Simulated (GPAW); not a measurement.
# Work function of CO/Cu(110) at several levels, part 2 of 2

Wanted: work functions and dipole of CO/Cu(110), with the cost of each level.

GPAW 26.7.0; GPAW, PAW setups; slab in vacuum, relaxation (the session's first sound run).

So far, upper work function (eV): step 2 (relaxation, PBE, GPAW) 5.92; step 4 (self-consistent run: xc = "vdW-DF2", GPAW, PAW setups, GPAW) 6.39; step 5 (self-consistent run: xc = "revPBE") 5.78; step 6 (self-consistent run: xc = "LDA") 6.27; step 7 (OptPBE vdW: xc = "optPBE-vdW", GPAW, PAW setups, GPAW) 6.15.

### Step 8. Self-consistent run: xc = "RPBE"

The same geometry under RPBE, to see how far the functional moves the levels against the vacuum.

The input, run.py:

```python
import json
import numpy as np
from ase import Atoms
from gpaw import GPAW, PW

slab = Atoms(
    ['Cu', 'Cu', 'Cu', 'Cu', 'Cu', 'C', 'O'],
    positions=[
        [0.00000, 0.00000, 8.00000],
        [1.80500, 1.27633, 9.27633],
        [0.00000, 0.00000, 10.55266],
        [1.80500, 1.27633, 11.81021],
        [0.00000, -0.00000, 13.17848],
        [1.80500, -0.00000, 14.35388],
        [1.80500, -0.00000, 15.52093]],
    cell=[[3.61, 0.0, 0.0], [0.0, 2.55266, 0.0], [0.0, 0.0, 23.29893]],
    pbc=[True, True, False])

slab.calc = GPAW(mode=PW(500), xc='RPBE', kpts={'size': (9, 12, 1), 'gamma': True},
                 occupations={'name': 'fermi-dirac', 'width': 0.1}, nbands='160%',
                 convergence={'density': 1e-05}, maxiter=200,
                 poissonsolver={'dipolelayer': 'xy'},
                 symmetry={'tolerance': 1e-3}, txt='slab.txt')
result = {}
energy = slab.get_potential_energy()
fermi = slab.calc.get_fermi_level()
v = slab.calc.get_electrostatic_potential().mean((0, 1)) - fermi
n = slab.calc.get_pseudo_density().mean((0, 1))
L = slab.cell[2, 2]
z = np.arange(len(v)) * L / len(v)
low, high = slab.positions[:, 2].min(), slab.positions[:, 2].max()
below, above = np.interp([low - 5.8, high + 5.8], z, v)
slopes = [np.interp(x, z, np.gradient(v, z)) for x in (low - 5.8, high + 5.8)]
eps = np.array([[slab.calc.get_eigenvalues(k, s) for k in range(len(slab.calc.get_ibz_k_points()))]
                for s in range(slab.calc.get_number_of_spins())]) - fermi
top, bottom = eps[eps < 0].max(), eps[eps > 0].min()
dipole = slab.get_dipole_moment()[2]
print(f'energy {energy:.4f} eV, Fermi level {fermi:.4f} eV, dipole {dipole:.5f} e A')
print(f'potential 5.8 A off the faces, from the Fermi level: lower {below:.4f} eV, upper {above:.4f} eV')
print(f'slope of the potential there: lower {slopes[0]:.5f}, upper {slopes[1]:.5f} eV/A')
print(f'nearest levels on the mesh: {top:.4f} and {bottom:.4f} eV')
print('magnetic moment', round(slab.get_magnetic_moment(), 3))
result.update(energy=energy, fermi=fermi, dipole=dipole, below=below, above=above, slopes=slopes, edges=[top, bottom],
              z=z.tolist(), v=v.tolist(), n=n.tolist(), positions=slab.positions.tolist(),
              forces=slab.get_forces(apply_constraint=False).tolist(), moments=slab.get_magnetic_moments().tolist())
json.dump(result, open('result.json', 'w'))
```

Command:

```
> OMP_NUM_THREADS=1 OPENBLAS_NUM_THREADS=1 python run.py
```

Wall time 7.9 min (1 thread of Arm Neoverse V1, shared host); peak memory 0.41 GiB.

This step gave:

| Property | Result |
| --- | --- |
| dipole along the normal | -0.07994 e·Å |
| levels nearest the Fermi level on the mesh | -0.01211, 0.005644 eV from the Fermi level |
| upper work function | 5.783 eV |
| lower work function | 4.218 eV |

The electrostatic potential energy of an electron (without an applied field's), less the Fermi level, planar mean oscillates, so the rows of the table below give means over windows of 1.3 Å about each position, cut where the curve ends. Its maxima inside the range that stand out by 2 % of the span (Å: eV): 8.7: -5.22, 9.9: -5.49, 11.2: -5.65, 12.5: -4.54, 13.8: -4.36, 15.0: -0.563, 22.0: 5.78. Its minima: 8.0: -10.7, 9.3: -11.2, 10.5: -11.4, 11.8: -11.2, 13.1: -11.2, 14.4: -9.75, 15.5: -6.84.

Table of electrostatic potential energy of an electron (without an applied field's), less the Fermi level, planar mean by z; means over each step:

```csv
z (Å),"electrostatic potential energy of an electron (without an applied field's), less the Fermi level, planar mean (eV)"
0.65,4.33
1.95,4.22
3.25,4.22
4.55,4.21
5.85,4.02
7.15,-0.162
8.45,-7.93
9.75,-8.33
11.05,-8.50
12.35,-7.62
13.65,-7.67
14.95,-4.46
16.25,2.90
17.55,5.76
18.85,5.78
20.15,5.78
21.45,5.78
22.75,5.71
```

The upper face's work function is 5.783 eV, against 5.920 eV in the first plane-wave PBE run at this geometry.

### Step 9. Real-space grid: mode = "fd"

A real-space grid is a second complete basis, so it checks the plane-wave result.

run.py, as its differences from that of step 8:

```diff
@@ -3,3 +3,3 @@
 from ase import Atoms
-from gpaw import GPAW, PW
+from gpaw import GPAW
 
@@ -18,3 +18,3 @@
 
-slab.calc = GPAW(mode=PW(500), xc='RPBE', kpts={'size': (9, 12, 1), 'gamma': True},
+slab.calc = GPAW(mode='fd', h=0.18, xc='PBE', kpts={'size': (9, 12, 1), 'gamma': True},
                  occupations={'name': 'fermi-dirac', 'width': 0.1}, nbands='160%',
```

It took 23 min on 1 thread; peak memory 1.7 GiB.

Numbers from this step:

```
dipole along the normal                    : -0.07863 e·Å
levels nearest the Fermi level on the mesh : -0.01212, 0.01120 eV from the Fermi level
upper work function                        : 5.935 eV
lower work function                        : 4.391 eV
```

The electrostatic potential energy of an electron (without an applied field's), less the Fermi level, planar mean oscillates, so the rows of the table below give means over windows of 1.27 Å about each position, cut where the curve ends. Its maxima inside the range that stand out by 2 % of the span (Å: eV): 8.6: -5.03, 9.9: -5.28, 11.2: -5.49, 12.5: -4.38, 13.8: -4.15, 15.0: -0.414. Its minima: 8.0: -10.5, 9.3: -11.1, 10.6: -11.3, 11.8: -11.1, 13.2: -11.1, 14.4: -9.47, 15.5: -6.66.

Electrostatic potential energy of an electron (without an applied field's), less the Fermi level, planar mean against z; means over each step:

z (Å), electrostatic potential energy of an electron (without an applied field's), less the Fermi level, planar mean (eV) and a bar from the least value:
```
     0.64        4.4 ###########################
     1.91        4.4 ###########################
     3.17        4.4 ###########################
     4.45        4.4 ###########################
     5.71        4.3 ##########################
     6.98        1.4 #####################
     8.26       -7.5 ##
     9.53       -8.1 
    10.79       -8.3 
    12.06       -7.7 #
    13.33       -7.7 #
    14.61       -4.7 #######
    15.88       -0.1 #################
    17.15        5.9 ##############################
    18.42        5.9 ##############################
    19.69        5.9 ##############################
    20.96        5.9 ##############################
    22.23        5.9 ##############################
```

The upper face's work function is 5.935 eV, against 5.920 eV in the first plane-wave PBE run at this geometry.

### Step 10. Atomic orbitals: mode = "lcao"

Atom-centred orbitals end a few angstrom from the surface, which tests how much the density's tail matters.

run.py, as its differences from that of step 9:

```diff
@@ -18,4 +18,4 @@
 
-slab.calc = GPAW(mode='fd', h=0.18, xc='PBE', kpts={'size': (9, 12, 1), 'gamma': True},
-                 occupations={'name': 'fermi-dirac', 'width': 0.1}, nbands='160%',
+slab.calc = GPAW(mode='lcao', basis='dzp', h=0.18, xc='PBE', kpts={'size': (9, 12, 1), 'gamma': True},
+                 occupations={'name': 'fermi-dirac', 'width': 0.1}, nbands='120%',
                  convergence={'density': 1e-05}, maxiter=200,
```

Wall time 5.9 min (1 thread); peak memory 0.35 GiB.

This step gave:

| Item | Value |
| --- | --- |
| dipole along the normal | -0.06855 e·Å |
| levels nearest the Fermi level on the mesh | -0.02799, 0.02376 eV from the Fermi level |
| upper work function | 5.330 eV |
| lower work function | 3.984 eV |

The upper face's work function is 5.330 eV, against 5.920 eV in the first plane-wave PBE run at this geometry.

### Step 11. All levels side by side

Times are for 1 thread of Arm Neoverse V1, shared host. The runs compared:

```csv
no.,run,upper work function (eV),lower work function (eV),time,memory (GiB)
1,pw,5.920,4.397,6.3 min,0.41
2,vdW DF2,6.387,4.864,18 min,0.58
3,revPBE,5.784,4.239,7.6 min,0.41
4,LDA,6.268,4.744,6 min,0.41
5,optPBE vdW,6.148,4.589,6.2 min,0.58
6,RPBE,5.783,4.218,7.9 min,0.41
7,fd,5.935,4.391,23 min,1.7
8,lcao,5.330,3.984,5.9 min,0.35
```

### Step 12. Side by side

Results and costs are gathered.

This step: comparison of work functions, dipole and cost (GPAW 26.7.0).

Ladder, by row:

```csv
step,code,"work function, upper (eV)","work function, lower (eV)",dipole (e Å),wall time (s),peak memory (GiB),threads
pw,GPAW,5.92,4.397,-0.07783,377.8,0.41,1
vdW-DF2,GPAW,6.387,4.864,-0.07774,1051,0.58,1
revPBE,GPAW,5.784,4.239,-0.0789,457.7,0.41,1
LDA,GPAW,6.268,4.744,-0.07781,359.3,0.41,1
optPBE-vdW,GPAW,6.148,4.589,-0.07967,369.6,0.58,1
RPBE,GPAW,5.783,4.218,-0.07994,472.6,0.41,1
fd,GPAW,5.935,4.391,-0.07863,1369,1.72,1
lcao,GPAW,5.33,3.984,-0.06855,351.2,0.35,1
```

### Step 13. A changed run

One more run, with changed settings.

This step: GPAW, PAW setups; slab in vacuum (GPAW 26.7.0).

run.py, as its differences from that of step 10:

```diff
@@ -3,3 +3,3 @@
 from ase import Atoms
-from gpaw import GPAW
+from gpaw import GPAW, PW
 
@@ -18,5 +18,5 @@
 
-slab.calc = GPAW(mode='lcao', basis='dzp', h=0.18, xc='PBE', kpts={'size': (9, 12, 1), 'gamma': True},
-                 occupations={'name': 'fermi-dirac', 'width': 0.1}, nbands='120%',
-                 convergence={'density': 1e-05}, maxiter=200,
+slab.calc = GPAW(mode=PW(500), xc='PBE', kpts={'size': (9, 12, 1), 'gamma': True},
+                 occupations={'name': 'fermi-dirac', 'width': 0.1}, nbands='80%',
+                 convergence={'density': 1e-05}, maxiter=100,
                  poissonsolver={'dipolelayer': 'xy'},
```

Elapsed: 1 s, on 1 thread; peak memory 0.1 GiB.

The program refused the input before any cycle.

The program's message: “ValueError: Too few bands! Electrons: 65.0, bands: 80%”

The change that led to it: nbands = "80 % of the filled bands".

### Step 14. Results

| Item | Value |
| --- | --- |
| work function, upper and lower face | 5.920 and 4.397 eV |
| dipole along the normal | -0.0778 e Å |

What this shows: With plane waves and PBE the work function is 5.92 eV on the upper face and 4.40 eV on the lower. The two faces differ by 1.5 eV, the step that the slab's dipole makes (e p/(ε0 A) gives 1.5 eV), so the dipole layer is needed. Over the sound runs of the table the upper face's work function spans 5.330 (lcao) to 6.387 eV (vdW-DF2). Atomic orbitals miss the plane-wave value by -0.59 eV, since they describe the tail of the density in the vacuum poorly. The cell of 9.22 Å² holds one CO, started on one chosen site; other sites and coverages weren't tried. The in-plane lattice was kept as typed, which isn't the functional's own and leaves some strain; spin-orbit coupling and temperature are left out.

[Logs are printed without paths, hosts, clocks, repeated set-up lines and the standing remarks that a program may print on its own settings, such as how far it seeks lower states.]

[Hosts, paths, dates, database ids (printed as entryN), source tags and the programs' standing remarks are cut or masked in the printed files.]
